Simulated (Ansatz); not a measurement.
# C (Diamond, Fd-3m): thermal expansion from first principles, part 2 of 3

How much does C (Diamond) expand with temperature?

What experiment has found for this phase:
- volume expansion coefficient 3.5 1e-6/K and bulk modulus 442 GPa near room temperature (given in “High-Throughput Prediction of Finite-Temperature Properties using the Quasi-Harmonic Approximation”, 2016, arXiv:1603.06924)
- volume expansion coefficient 3.45 1e-6/K near room temperature (given in “Electron density and thermal motion of diamond at elevated temperatures (three times its linear coefficient)”, 2023, pmc:9813686)

Ansatz 0.2.0; DFT LDA, scalar-relativistic, plane waves, PAW.

So far. Step 5 (Tight relaxation): The residual pressure is -0.0062 GPa, small enough for phonons. Step 6 (Relaxing at another setting): The residual pressure is -0.0017 GPa, small enough for phonons. The relaxed cell has a = 3.532 Å (conventional setting).

**7. Phonons on strained cells, cutoff 550 eV, k-mesh 12×12×12**

The study relaxes the crystal at several strains, solves the phonons on some of them and minimises energy plus vibrational free energy at each temperature; the q-mesh sets how far the force constants reach.

Input file input.yaml:

```yaml
crystal:
  lattice:
    - [0.0, 1.7659327996, 1.7659327996]
    - [1.7659327996, 0.0, 1.7659327996]
    - [1.7659327996, 1.7659327996, 0.0]
  atoms:
    - { symbol: C, position: [0.0, 0.0, 0.0] }
    - { symbol: C, position: [0.25, 0.25, 0.25] }
kpoints:
  mp_grid: { grid: [12, 12, 12] }
hamiltonian:
  xc: lda
scf:
  occupations: { method: fixed }
  lower_state_search: "off"
output:
  eigenvalues: true
basis:
  ecutwfc: 550.0
phonons:
  method: dfpt
  qmesh: [6, 6, 6]
  temperatures: { t_max: 1200.0, t_step: 50 }
  thermal_expansion: {}
```

Launch:

```console
$ ansatz run input.yaml --threads 8 --pin off --max-ram 16384MiB --backend cpu --events-out ev --progress --plain --runs-dir out
```

What it wrote:

```text
[...]
Crystal: 2 atoms, lattice volume = 11.014 Å³
Basis set: ecut = 550 eV, 331 PW (Γ), exchange–correlation on 40×40×40 points (8 copies of the dense FFT grid, shifted against one another)
Bands: 8, of which v1, the nominal top of the filled ones, is band 4 counted from 1 (3 counted from 0)
Symmetry: 48 space group operations
[...]
k-points: 72 of 1728
[...]
SCF iter   1: F=—  HF=-485.994926 eV  |F-HF|=—  |Δ(HF+E_count)|=         —  Δρ=8.00e-3  dr2=2.44e-3  ethr=1.77e-3  ⟨swp⟩=3.9  Hψ=3432  notcnv=0  defer=112
[...]
SCF iter   6: F=-485.994119 eV  HF=-485.994119 eV  |F-HF|=3.41e-13  |Δ(HF+E_count)|=   1.29e-9  Δρ=5.20e-7  dr2=5.23e-12  ethr=1.00e-12  ⟨swp⟩=5.6  Hψ=3483  notcnv=0
SCF 1 converged in 6 iterations: F = -485.994119 eV  dr2 = 5.23e-12
[...]
relax step   1: F+E_penalty+E_count = -485.99411916 eV  Δ(F+E_penalty+E_count) = +0.000e0 eV  max|allowed force component| = 1.850e-17 eV/Å  Δτ_max = 0.0000 Å  (6 SCF iters, accepted)
SCF converged after 6 iterations
Free energy (F): -485.994119 eV
[...]
Internal energy: -485.994119 eV  (E = F + TS)
E sigma→0 (E₀):  -485.994119 eV
Fermi energy:    13.593693 eV
[...]
--- Stress (GPa, compression-positive) ---
       -0.001680      -0.000000      -0.000000
        0.000000      -0.001680      -0.000000
        0.000000       0.000000      -0.001680
  P = ⅓ Tr σ = -0.0017 GPa (-0.017 kbar)
--- Band table (eV; the first three rows and the last of 72) ---
[...]
── thermal expansion: 3 new cells, 3 in all ──
thermal expansion: relaxation of cell 2
thermal expansion: relaxation of cell 3
── thermal expansion: 2 new cells, 5 in all ──
thermal expansion: relaxation of cell 4
thermal expansion: phonons of cell 4
thermal expansion: relaxation of cell 5
thermal expansion: phonons of cell 5
── thermal expansion: 5 new cells, 10 in all ──
thermal expansion: relaxation of cell 6
thermal expansion: relaxation of cell 7
thermal expansion: relaxation of cell 8
thermal expansion: relaxation of cell 9
thermal expansion: relaxation of cell 10
thermal expansion: phonons of cell 6
thermal expansion: phonons of cell 7
--- Relaxed structure (1 steps of the walk, 1 accepted, 0 SCFs on fresh bases) ---
  F+E_penalty+E_count = -485.99411916 eV   max|allowed force component| = 1.850e-17 eV/Å
  atoms:
    - { symbol: C, position: [0.0, 0.0, 0.0] }
    - { symbol: C, position: [0.250000, 0.250000, 0.250000] }
--- Thermal expansion: 10 cells in 3 rounds, 0 GPa ---
  no lower state was looked for at cell 4: scf.lower_state_search: off
  without vibrations: a 2.49740, b 2.49740, c 2.49740 Å, V 11.0141 Å³, B 467.61 GPa
  at 0 K: a 2.50671, b 2.50671, c 2.50671 Å, V 11.1378 Å³, B 456.36 GPa
  zero-point expansion: a +0.373, b +0.373, c +0.373, V +1.123 %
      T/K        a/Å        b/Å        c/Å       V/Å³ | expansion of a, b, c, V (1e-6/K)   | that of V in the mean from 25 °C | C_P, C_V (J/mol K of the cell) | B_T, B_S (GPa)
     0.00    2.50671    2.50671    2.50671    11.1378 |    0.00    0.00    0.00    0.00 |    0.83 |     0.000     0.000 |   456.36   456.36
   150.00    2.50673    2.50673    2.50673    11.1380 |    0.14    0.14    0.14    0.42 |    1.57 |     1.994     1.994 |   456.32   456.34
   298.15    2.50692    2.50692    2.50692    11.1406 |    1.03    1.03    1.03    3.10 |       - |    12.335    12.326 |   455.61   455.93
   400.00    2.50729    2.50729    2.50729    11.1455 |    1.86    1.86    1.86    5.57 |    4.34 |    20.538    20.500 |   454.43   455.27
   550.00    2.50819    2.50819    2.50819    11.1574 |    2.85    2.85    2.85    8.54 |    6.01 |    29.902    29.780 |   451.97   453.82
   700.00    2.50939    2.50939    2.50939    11.1735 |    3.52    3.52    3.52   10.57 |    7.37 |    36.023    35.787 |   449.04   452.00
   850.00    2.51081    2.51081    2.51081    11.1925 |    3.97    3.97    3.97   11.92 |    8.45 |    39.997    39.634 |   445.86   449.95
  1000.00    2.51237    2.51237    2.51237    11.2133 |    4.29    4.29    4.29   12.86 |    9.31 |    42.664    42.169 |   442.55   447.74
  1150.00    2.51403    2.51403    2.51403    11.2356 |    4.52    4.52    4.52   13.55 |   10.02 |    44.530    43.903 |   439.14   445.42
  1200.00    2.51460    2.51460    2.51460    11.2433 |    4.58    4.58    4.58   13.74 |   10.22 |    45.029    44.357 |   437.99   444.63
  the static fit leaves 0.001 meV an atom of the energies and, of the stresses, 0.000 GPa of each cell's largest along a strain (root mean squares over the cells), whose Pulay part it has at -0.034 GPa
  vibrations' free energy: its fit passes through its cells
  the electrons' free energy at temperature is not in it: every band gap is over 1.24 eV
  free energies summed between the sampled wave vectors
  estimated error of the fitted expansion in any direction: up to 0.025e-6/K, at 1200 K, with few degrees of freedom (an estimate, not a bound: it was exceeded on models of known expansion)
  by sums over the sampled wave vectors an expansion of the volume parts by up to 0.05e-6/K
  by a static energy of one degree less an expansion of the volume parts by up to 0.00e-6/K
  band gaps on the cells' k-points are 4.098 to 4.280 eV
```

It took 2.5 min on 8 threads of Arm Neoverse V1, shared host; peak memory 0.82 GiB; 18 min of CPU time.

Read from the output:

* pressure: -0.001680 GPa
* volume expansion coefficient at 298 K: 3.1 1e-6/K
* C_P at 298 K: 6.168 J/mol-atom/K
* entropy at 298 K: 2.375 J/mol-atom/K
* isothermal bulk modulus at 298 K: 455.6 GPa
* Grüneisen parameter at 298 K: 0.7687
* volume at 298 K: 5.570 Å³/atom
* principal linear expansion coefficients at 298 K: 1.033, 1.033, 1.033 1e-6/K

Strained cells of the study; zero-point energy where phonons were solved; the pressures are stresses at the typed cutoff and can carry an offset from the finite basis. Expansion cells, by row:

```csv
cell,|a| (Å),|b| (Å),|c| (Å),V (Å³/atom),E - E_lowest (meV/atom),"pressure, compression positive (GPa)",gap (eV),zero-point energy (meV/atom)
1,2.497,2.497,2.497,5.507,0,-0.036,4.204,-
2,2.517,2.517,2.517,5.64,4.536,-10.74,4.144,-
3,2.478,2.478,2.478,5.377,4.653,11.64,4.265,-
4,2.498,2.498,2.498,5.508,0,-0.107,4.204,183.8
5,2.51,2.51,2.51,5.591,1.823,-6.911,4.166,181.1
6,2.505,2.505,2.505,5.56,0.742,-4.459,4.18,182.1
7,2.521,2.521,2.521,5.667,6.463,-12.72,4.133,178.7
8,2.473,2.473,2.473,5.346,7.242,14.66,4.28,-
9,2.485,2.485,2.485,5.426,1.777,7.078,4.242,-
10,2.533,2.533,2.533,5.748,14.38,-18.54,4.098,-
```

Quasi-harmonic; a, b, c are the run's own cell vectors. Expansion, by row:

```csv
T (K),a (Å),b (Å),c (Å),alpha (deg),beta (deg),gamma (deg),cell volume (Å³/cell),alpha_a (1e-6/K),alpha_b (1e-6/K),alpha_c (1e-6/K),alpha_V (1e-6/K),C_P (J/mol-atom/K),C_V (J/mol-atom/K),S (J/mol-atom/K),B_T (GPa),B_S (GPa),Grueneisen,extrapolation,fit error (1e-6/K)
0,2.507,2.507,2.507,60,60,60,11.14,0,0,0,0,0,0,0,456.4,456.4,-,0,0
50,2.507,2.507,2.507,60,60,60,11.14,0,0,0,0.01,0.023,0.023,0.007,456.4,456.4,0.74,0,0
100,2.507,2.507,2.507,60,60,60,11.14,0.04,0.04,0.04,0.11,0.246,0.246,0.071,456.4,456.4,0.67,0,0
150,2.507,2.507,2.507,60,60,60,11.14,0.14,0.14,0.14,0.42,0.997,0.997,0.291,456.3,456.3,0.645,0,0
200,2.507,2.507,2.507,60,60,60,11.14,0.35,0.35,0.35,1.05,2.364,2.364,0.752,456.2,456.3,0.679,0,0
250,2.507,2.507,2.507,60,60,60,11.14,0.66,0.66,0.66,1.99,4.192,4.19,1.469,456,456.1,0.727,0,0
298.1,2.507,2.507,2.507,60,60,60,11.14,1.03,1.03,1.03,3.1,6.168,6.163,2.375,455.6,455.9,0.769,0,0
300,2.507,2.507,2.507,60,60,60,11.14,1.05,1.05,1.05,3.14,6.245,6.24,2.413,455.6,455.9,0.77,0,0
350,2.507,2.507,2.507,60,60,60,11.14,1.46,1.46,1.46,4.37,8.316,8.306,3.532,455.1,455.6,0.803,0,0
400,2.507,2.507,2.507,60,60,60,11.15,1.86,1.86,1.86,5.57,10.27,10.25,4.772,454.4,455.3,0.828,0,0
450,2.508,2.508,2.508,60,60,60,11.15,2.22,2.22,2.22,6.67,12.04,12.01,6.086,453.7,454.8,0.846,0,0.01
500,2.508,2.508,2.508,60,60,60,11.15,2.56,2.56,2.56,7.67,13.59,13.55,7.436,452.9,454.4,0.861,0,0.01
550,2.508,2.508,2.508,60,60,60,11.16,2.85,2.85,2.85,8.54,14.95,14.89,8.797,452,453.8,0.871,0,0.01
600,2.509,2.509,2.509,60,60,60,11.16,3.1,3.1,3.1,9.31,16.12,16.05,10.15,451,453.2,0.88,0,0.01
650,2.509,2.509,2.509,60,60,60,11.17,3.33,3.33,3.33,9.98,17.14,17.04,11.48,450.1,452.6,0.887,0,0.01
700,2.509,2.509,2.509,60,60,60,11.17,3.52,3.52,3.52,10.57,18.01,17.89,12.78,449,452,0.892,0,0
750,2.51,2.51,2.51,60,60,60,11.18,3.69,3.69,3.69,11.08,18.77,18.63,14.05,448,451.3,0.897,0,0
800,2.51,2.51,2.51,60,60,60,11.19,3.84,3.84,3.84,11.53,19.43,19.27,15.29,446.9,450.6,0.901,0,0
850,2.511,2.511,2.511,60,60,60,11.19,3.97,3.97,3.97,11.92,20,19.82,16.48,445.9,449.9,0.904,0,0
900,2.511,2.511,2.511,60,60,60,11.2,4.09,4.09,4.09,12.27,20.5,20.3,17.64,444.8,449.2,0.907,0,0
950,2.512,2.512,2.512,60,60,60,11.21,4.19,4.19,4.19,12.58,20.94,20.72,18.76,443.7,448.5,0.909,0,0.01
1000,2.512,2.512,2.512,60,60,60,11.21,4.29,4.29,4.29,12.86,21.33,21.09,19.84,442.6,447.7,0.912,0,0.01
1050,2.513,2.513,2.513,60,60,60,11.22,4.37,4.37,4.37,13.12,21.68,21.41,20.89,441.4,447,0.914,0,0.01
1100,2.513,2.513,2.513,60,60,60,11.23,4.45,4.45,4.45,13.34,21.99,21.7,21.91,440.3,446.2,0.915,0,0.02
1150,2.514,2.514,2.514,60,60,60,11.24,4.52,4.52,4.52,13.55,22.27,21.95,22.89,439.1,445.4,0.917,0,0.02
1200,2.515,2.515,2.515,60,60,60,11.24,4.58,4.58,4.58,13.74,22.52,22.18,23.84,438,444.6,0.919,0,0.02
```

Table of expansion coefficient by temperature; values in 1e-6/K:

```csv
temperature (K),volume,principal 1
0,0,0
50,0.01,0
100,0.11,0.04
150,0.42,0.14
200,1.05,0.35
250,1.99,0.66
298,3.1,1.03
300,3.14,1.05
350,4.37,1.46
400,5.57,1.86
450,6.67,2.22
500,7.67,2.56
550,8.54,2.85
600,9.31,3.1
650,9.98,3.33
700,10.6,3.52
750,11.1,3.69
800,11.5,3.84
850,11.9,3.97
900,12.3,4.09
950,12.6,4.19
1000,12.9,4.29
1050,13.1,4.37
1100,13.3,4.45
1150,13.6,4.52
1200,13.7,4.58
```

At 298 K the volume expansion is 3.1 × 10⁻⁶/K and B_T is 456 GPa.

(Continued in part 3 of 3.)

[Long decimals in the printed logs are rounded to 6 places.]

[Logs are printed without paths, hosts, clocks, repeated set-up lines and the standing remarks that a program may print on its own settings, such as how far it seeks lower states.]

[Hosts, paths, dates, database ids (printed as entryN), source tags and the programs' standing remarks are cut or masked in the printed files.]

[Where the starting crystal was built by hand or by swapping elements, it need not be the compound's stable phase.]

[A step with changed settings may run another functional than the one named; its input shows which.]

[Pressures of single members of a volume series are the stress at the run's cutoff; with an incomplete basis they can lie off −dE/dV of the same runs, and they are not shown converged.]
